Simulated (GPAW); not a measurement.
## A GW chain in GPAW: CaHI (P4/nmm)

How does a plane-wave GW calculation on CaHI (P4/nmm) run from the first input to the gap?

Method: LDA and many-body steps on it, plane waves, in GPAW 26.7.0.

### Step 1. Starting point

It takes space group P4/nmm (No. 129, tetragonal). Conventional cell: a = 4.071 Å, b = 4.071 Å, c = 8.941 Å, α = 90.00°, β = 90.00°, γ = 90.00°. Nearest to Ca lie 4 H at 2.49 Å and 4 I at 3.23 Å. Nearest to H lie 4 Ca at 2.49 Å. I has 4 Ca at 3.23 Å nearest. Farther neighbours and most contacts between anions are not listed.

As a file:

```cif
data_structure
_symmetry_space_group_name_H-M 'P4/nmm:1'
_symmetry_Int_Tables_number 129
_cell_length_a 4.0710
_cell_length_b 4.0710
_cell_length_c 8.9410
_cell_angle_alpha 90.000
_cell_angle_beta 90.000
_cell_angle_gamma 90.000
_cell_volume 148.18
loop_
_atom_site_label
_atom_site_type_symbol
_atom_site_symmetry_multiplicity
_atom_site_Wyckoff_symbol
_atom_site_fract_x
_atom_site_fract_y
_atom_site_fract_z
_atom_site_occupancy
Ca1 Ca 2 c 0.00000 0.50000 0.16000 1
H1 H 2 a 0.00000 0.00000 0.00000 1
I1 I 2 c 0.00000 0.50000 0.67500 1
```

The cell and positions come from the Crystallography Open Database and are kept as given unless a step says otherwise. Spin-orbit coupling is left out unless a step names it.

### Step 2. Ground state

This step: GPAW 26.7.0; DFT, LDA, plane waves, PAW.

The ground-state density comes first.

The input, run.py:

```python
import json
import numpy as np
from gpaw.mpi import world
from ase import Atoms
from gpaw import GPAW, PW, FermiDirac

atoms = Atoms(['Ca', 'Ca', 'H', 'H', 'I', 'I'],
    cell=[[4.0710000000, 0.0000000000, 0.0000000000],
      [0.0000000000, 4.0710000000, 0.0000000000],
      [0.0000000000, 0.0000000000, 8.9410000000]],
    scaled_positions=[[0.0000000000, 0.5000000000, 0.1600000000],
      [0.5000000000, 0.0000000000, 0.8400000000],
      [0.0000000000, 0.0000000000, 0.0000000000],
      [0.5000000000, 0.5000000000, 0.0000000000],
      [0.0000000000, 0.5000000000, 0.6750000000],
      [0.5000000000, 0.0000000000, 0.3250000000]],
    pbc=(True, True, True))
calc = GPAW(mode=PW(600),
    xc='LDA',
    kpts={'size': (6, 6, 4), 'gamma': True},
    occupations=FermiDirac(0.001),
    nbands=-9,
    convergence={'density': 1e-6, 'bands': -3},
    maxiter=100,
    txt='gs.txt')
atoms.calc = calc
res = {'energy': atoms.get_potential_energy()}
kpts = calc.get_ibz_k_points()
res['kpts'] = kpts
res['eigenvalues'] = [calc.get_eigenvalues(kpt=k) for k in range(len(kpts))]
res['n_electrons'] = calc.get_number_of_electrons()
calc.write('gs.gpw')

if world.rank == 0:
    with open('result.json', 'w') as f:
        json.dump(res, f, default=lambda x: x.tolist())
```

On the command line:

```bash
$ mpirun -n 4 gpaw python run.py
```

Numbers of over 12 decimals in the logs are rounded to 6 here.

What it wrote:

```text
__  _  _
 | _ |_)|_||  |
 |__||  | ||/\| - 26.7.0

Input parameters:
  mode=PW(ecut=600.0),
  convergence={'density': 1e-06, 'bands': -3},
  kpts=MonkhorstPack(size=(6, 6, 4), gamma=True),
  maxiter=100,
  nbands=-9,
  occupations=Occupations(name='fermi-dirac', width=0.001, fixmagmom=False),
  xc=XC(name='LDA')
  [... matrices ...]
Diagonalizing LCAO Hamiltonian
Converting LCAO to pw mode
    .---------.
   /|         |
  / |         |
 *  |         |
 |  |         |
 | I| Ca      |
 |  |         |
 |  |         |
 |  |         |
 |  |         |
 |  | I       |
 | Ca---------.
 | /    H    /
 |/         /
 H---------*

Atoms  # Å, Bohr magnetons
|   | symbol |        x |        y |        z |    initial magnetic moments |
| 0 |     Ca | 0.000000 | 2.035500 | 1.430560 | ( 0.0000,  0.0000,  0.0000) |
| 1 |     Ca | 2.035500 | 0.000000 | 7.510440 | ( 0.0000,  0.0000,  0.0000) |
| 2 |      H | 0.000000 | 0.000000 | 0.000000 | ( 0.0000,  0.0000,  0.0000) |
| 3 |      H | 2.035500 | 2.035500 | 0.000000 | ( 0.0000,  0.0000,  0.0000) |
| 4 |      I | 0.000000 | 2.035500 | 6.035175 | ( 0.0000,  0.0000,  0.0000) |
| 5 |      I | 2.035500 | 0.000000 | 2.905825 | ( 0.0000,  0.0000,  0.0000) |

Unit cell  # Å
| periodic |        x |        y |        z |  lengths |    angles |
|      yes | 4.071000 | 0.000000 | 0.000000 | 4.071000 | 90.000000 |
|      yes | 0.000000 | 4.071000 | 0.000000 | 4.071000 | 90.000000 |
|      yes | 0.000000 | 0.000000 | 8.941000 | 8.941000 | 90.000000 |

Number of symmetries: 8
Symmetry operations  # r_c * U_cc + t_c -> r_c
|   | kind |            matrix            |
| 0 |  E   |  1, 0, 0,  0, 1, 0,  0, 0, 1 |
| 1 |  σ   |  1, 0, 0,  0,-1, 0,  0, 0, 1 |
| 2 |  C2  |  0, 1, 0,  1, 0, 0,  0, 0,-1 |
| 3 |  S4  |  0, 1, 0, -1, 0, 0,  0, 0,-1 |
| 4 |  S4  |  0,-1, 0,  1, 0, 0,  0, 0,-1 |
| 5 |  C2  |  0,-1, 0, -1, 0, 0,  0, 0,-1 |
| 6 |  σ   | -1, 0, 0,  0, 1, 0,  0, 0, 1 |
| 7 |  C2  | -1, 0, 0,  0,-1, 0,  0, 0, 1 |

BZ-sampling:
  Number of BZ points: 144
  Number of IBZ points: 30

  Monkhorst-Pack size: [6, 6, 4]
  Monkhorst-Pack shift: [0.083333, 0.083333, 0.125]

K-points  # in reciprocal-cell coordinates
|     |                                coordinates |     weight |
|   0 | (  0.00000000,   0.00000000,   0.00000000) | 0.00694444 |
|   1 | (  0.00000000,   0.00000000,   0.25000000) | 0.01388889 |
|   2 | (  0.00000000,   0.00000000,   0.50000000) | 0.00694444 |
|   3 | (  0.16666667,   0.00000000,   0.00000000) | 0.02777778 |
|   4 | (  0.16666667,   0.00000000,   0.25000000) | 0.05555556 |
|   5 | (  0.16666667,   0.00000000,   0.50000000) | 0.02777778 |
|   6 | (  0.16666667,   0.16666667,   0.00000000) | 0.02777778 |
|   7 | (  0.16666667,   0.16666667,   0.25000000) | 0.05555556 |
|   8 | (  0.16666667,   0.16666667,   0.50000000) | 0.02777778 |
|   9 | (  0.33333333,   0.00000000,   0.00000000) | 0.02777778 |
| ... |                                            |            |
|  29 | (  0.50000000,   0.50000000,   0.50000000) | 0.00694444 |

Plane wave coefficients: 5000
Cutoff: 600.0 eV

Spin-components: 1 (collinear spins)
Bands:           27
Projectors:      26
Spin-degeneracy: 2
Datatype:        complex128

  Storage: CPU
  Wave functions: 64_476_000 bytes (16_119_000 per core)
  Projectors: 66_864_000 bytes (16_716_000 per core)
  [... matrices ...]
Parallelization:
  kpt:    4
  domain: 1
  band:   1

Density:
  Valence electrons: 36.0
  Components: 1
  Grid points: [24 24 54]
  Charge: 0.0  # |e|

Potential:
  Grid points: [24 24 54]

species:
  Ca:
    name:    Calcium
    Z:       20.0
    valence: 10
    core:    10
    charge:  0.0  # [|e|]
    compensation charges:
      type: gauss
      rc: 0.37  # [Å]
      lmax: 2
    cutoffs:
      filter: 2.10  # [Å]
      core: 1.17  # [Å]
    projectors
    | kind |    occ | energy [eV] | rcut [Å] |
    |   3s |  2.000 |     -46.826 |    1.175 |
    |   4s |  2.000 |      -3.864 |    1.175 |
    |   3p |  6.000 |     -27.986 |    1.154 |
    |    p |        |      -0.774 |    1.154 |
    |    d |        |       0.000 |    0.937 |

    Using partial waves for Ca as LCAO basis

  H:
    name:    Hydrogen
    Z:       1.0
    valence: 1
    core:    0
    charge:  0.0  # [|e|]
    compensation charges:
      type: gauss
      rc: 0.15  # [Å]
      lmax: 2
    cutoffs:
      filter: 0.85  # [Å]
      core: 0.53  # [Å]
    projectors
    | kind |    occ | energy [eV] | rcut [Å] |
    |   1s |  1.000 |      -6.353 |    0.476 |
    |    s |        |      20.858 |    0.476 |
    |    p |        |       0.000 |    0.476 |

    Using partial waves for H as LCAO basis

  I:
    name:    Iodine
    Z:       53.0
    valence: 7
    core:    46
    charge:  0.0  # [|e|]
    compensation charges:
      type: gauss
      rc: 0.37  # [Å]
      lmax: 2
    cutoffs:
      filter: 2.06  # [Å]
      core: 2.90  # [Å]
    projectors
    | kind |    occ | energy [eV] | rcut [Å] |
    |   5s |  2.000 |     -17.626 |    1.164 |
    |   5p |  5.000 |      -7.241 |    1.164 |
    |    s |        |       9.585 |    1.164 |
    |    p |        |      19.970 |    1.164 |
    |    d |        |       0.000 |    1.164 |

    Using partial waves for I as LCAO basis

Reference energy: -423724.054083  # eV

eigensolver:
  PPCG
  Converge bands: -3
  niter=2

density mixing:
  MSR1-Mixer
  Pratt-step length: 0.05
  Maximum mixing coefficient: 0.75
  Old densities: 10
  SVD Regularization: 0.005
  Good broyden scale: 1.0
  Trust region scale: 1.0
  Backstep threshold: 4.0
  History deletion threshold: 6.0
  Fourier metric: weight=20.0, sigma=0.015

occupation numbers:
  Fermi-Dirac:
    width: 0.0010  # eV

poisson solver:
  ecut: 4800.0  # eV

xc functional:
  name: None

Initialization done in: 0.947 s

convergence criteria:
- Maximum integral of absolute [dens]ity change: 1e-06 electrons / valence electron
- Maximum [total energy] change in last 3 cyles: 0.0005 eV / valence electron
- Maximum integral of absolute [eigenst]ate change: 4e-08 eV^2 / valence electron
maximum number of iterations: 100

SCF iterations
|iter     |     time |      energy | eigst |  dens |
|iter:   1|  |  -23.306122 | +1.30 |       |
|iter:   2|  |  -23.271050 | +0.53 | -1.17 |
|iter:   3|  |  -22.538828 | -0.22 | -1.23 |
|iter:   4|  |  -22.398422 | -0.99 | -1.50 |
|iter:   5|  |  -22.382462 | -1.69 | -1.80 |
|iter:   6|  |  -22.377635 | -1.68 | -2.09 |
|iter:   7|  |  -22.377638c| -2.44 | -2.61 |
|iter:   8|  |  -22.377641c| -2.92 | -3.46 |
|iter:   9|  |  -22.377641c| -3.07 | -4.12 |
|iter:  10|  |  -22.377641c| -3.29 | -4.68 |
|iter:  11|  |  -22.377641c| -3.55 | -5.37 |
|iter:  12|  |  -22.377641c| -3.65 | -6.09c|
|iter:  13|  |  -22.377641c| -3.93 | -6.87c|
|iter:  14|  |  -22.377641c| -3.98 | -7.31c|
|iter:  15|  |  -22.377641c| -4.33 | -8.36c|
|iter:  16|  |  -22.377641c| -4.50 | -8.90c|
|iter:  17|  |  -22.377641c| -5.05 | -9.29c|
|iter:  18|  |  -22.377641c| -5.29 |-10.12c|
|iter:  19|  |  -22.377641c| -5.47 |-10.68c|
|iter:  20|  |  -22.377641c| -5.52 |-11.26c|
|iter:  21|  |  -22.377641c| -6.09 |-12.02c|
|iter:  22|  |  -22.377641c| -6.47 |-12.29c|
|iter:  23|  |  -22.377641c| -6.59 |-12.61c|
|iter:  24|  |  -22.377641c| -6.68 |-13.04c|
|iter:  25|  |  -22.377641c| -6.74 |-13.26c|
|iter:  26|  |  -22.377641c| -6.83 |-13.50c|
|iter:  27|  |  -22.377641c| -6.93 |-13.69c|
|iter:  28|  |  -22.377641c| -7.02 |-13.73c|
|iter:  29|  |  -22.377641c| -7.10 |-13.85c|
|iter:  30|  |  -22.377641c| -7.19 |-13.61c|
|iter:  31|  |  -22.377641c| -7.28 |-13.53c|
|iter:  32|  |  -22.377641c| -7.36 |-13.45c|
|iter:  33|  |  -22.377641c| -7.42c|-13.38c|

Converged in 33 steps
SCF loop duration: 46.625 s (1.413 s/step)
Energy contributions relative to reference atoms: (reference = -423724.054083)
  [... matrices ...]
Energy contributions:
  Kinetic:          13.262887
  Coulomb:         -11.682500
  Zero:             -1.140148
  External:          0.000000
  Xc:              -22.817880
  Entropy:          -0.000000
  Spinorbit:         0.000000
  ----------------------------
  Free energy:     -22.377641
  Extrapolated:    -22.377641

dipole moment: (-35.525674, -35.525674, -8.804623)  # |e|*Ang

Fermi level: 4.570
Eigenvalues  # (at kpt = [0.000, 0.000, 0.000])
| band index |      eig [eV] | occ [0-2] |
|          0 |       -36.803 |     2.000 |
|        ... |               |           |
|         10 |        -1.213 |     2.000 |
|         11 |         1.126 |     2.000 |
|         12 |         1.298 |     2.000 |
|         13 |         1.600 |     2.000 |
|         14 |         1.600 |     2.000 |
|         15 |         1.956 |     2.000 |
|         16 |         1.956 |     2.000 |
|         17 |         2.460 |     2.000 |
|         18 |         5.729 |     0.000 |
[...]
|         22 |         7.288 |     0.000 |
|         23 |         7.532 |     0.000 |
|         24 |         7.631 |     0.000 |
|         25 |         7.698 |     0.000 |
|         26 |         8.027 |     0.000 |

Gap: 3.120 eV
Transition (v -> c):
  (s=0, k=2, n=17, [0.00, 0.00, 0.50]) -> (s=0, k=27, n=18, [0.50, 0.50, 0.00])
Direct/indirect transitions are different
Direct gap: 3.161 eV
Transition at: (s=0, k=2, n=17, [0.00, 0.00, 0.50])
# Writing to gs.gpw (mode='')
  [... matrices ...]
```

Wall time 49 s (4 MPI ranks of Arm Neoverse V2, shared host); peak memory 0.89 GiB.

Numbers from this step:

* total energy: -22.38 eV
* gap: 3.120 eV
* k of the valence top: 0, 0, 0.5
* k of the conduction bottom: 0.5, 0.5, 0
* least direct gap: 3.161 eV

The gap is indirect, with the least direct gap 0.04 eV higher.

### Step 3. Empty states on the mesh, 4×4×1 mesh, 508 bands

The sums over transitions need many empty states on a uniform mesh; this step solves for them.

The input, run.py:

```python
import json
import numpy as np
from gpaw.mpi import world
from gpaw import GPAW

calc = GPAW('gs.gpw').fixed_density(kpts={'size': (4, 4, 1), 'gamma': True},
    parallel={'domain': 1, 'band': 1},
    txt='nscf.txt')
calc.diagonalize_full_hamiltonian(nbands=508)
calc.write('full.gpw', mode='all')
res = {}
kpts = calc.get_ibz_k_points()
res['kpts'] = kpts
res['eigenvalues'] = [calc.get_eigenvalues(kpt=k) for k in range(len(kpts))]
res['n_electrons'] = calc.get_number_of_electrons()

if world.rank == 0:
    with open('result.json', 'w') as f:
        json.dump(res, f, default=lambda x: x.tolist())
```

On the command line:

```bash
$ mpirun -n 4 gpaw python run.py
```

What it wrote:

```text
Diagonalizing LCAO Hamiltonian
Converting LCAO to pw mode
convergence criteria:
- Maximum integral of absolute [eigenst]ate change: 4e-08 eV^2 / valence electron
maximum number of iterations: 100

SCF iterations
|iter     |     time |      energy | eigst |  dens |
|iter:   1|  |             | +1.32 |       |
|iter:   2|  |             | +0.47 |       |
|iter:   3|  |             | -0.35 |       |
[...]
|iter:  48|  |             | -4.39 |       |
|iter:  49|  |             | -4.46 |       |
[... further lines of this kind ...]
|iter:  84|  |             | -7.42c|       |
SCF steps: 84
  __  _  _
 | _ |_)|_||  |
 |__||  | ||/\| - 26.7.0

Input parameters:
  mode=PW(ecut=600.0),
  convergence={'density': 1e-06, 'bands': -3},
  gpts=array([24, 24, 54]),
  kpts=MonkhorstPack(size=(4, 4, 1), gamma=True),
  maxiter=100,
  nbands=27,
  occupations=Occupations(name='fermi-dirac', width=0.001, fixmagmom=False),
  parallel={'domain': 1, 'band': 1},
  xc=XC(name='LDA')
Matrix size: 4975x4975
# Writing to full.gpw (mode='all')
  [... matrices ...]

timing:  # [seconds]
  Total: 206.473  # ━━━━━━━━━━━━━━━━━━━━━━━━━━━━━━━━━━━━━━━━━━━━━━━━━━━━━━━━━
```

It took 3.9 min on 4 MPI ranks; peak memory 7 GiB; 15 min of CPU time.

This step gave:

- gap: 3.149 eV
- k of the valence top: 0, 0, 0
- k of the conduction bottom: 0.5, 0.5, 0
- least direct gap: 3.269 eV
- k points computed: 6
- lowest point of the top converged band, above the valence top: 121.0378 eV

On this mesh the gap is 3.149 eV.

[end of part 1 of 2]

[Paths, hosts, dates, memory and timing lines, banners, echoed tables and standing remarks are left out of the program output.]

[Logs are printed without paths, hosts, clocks, repeated set-up lines and the standing remarks that a program may print on its own settings, such as how far it seeks lower states.]

[Runs of the session that timed out or met a known fault of the program may be left out.]

[Hosts, paths, dates, database ids (printed as entryN), source tags and the programs' standing remarks are cut or masked in the printed files.]
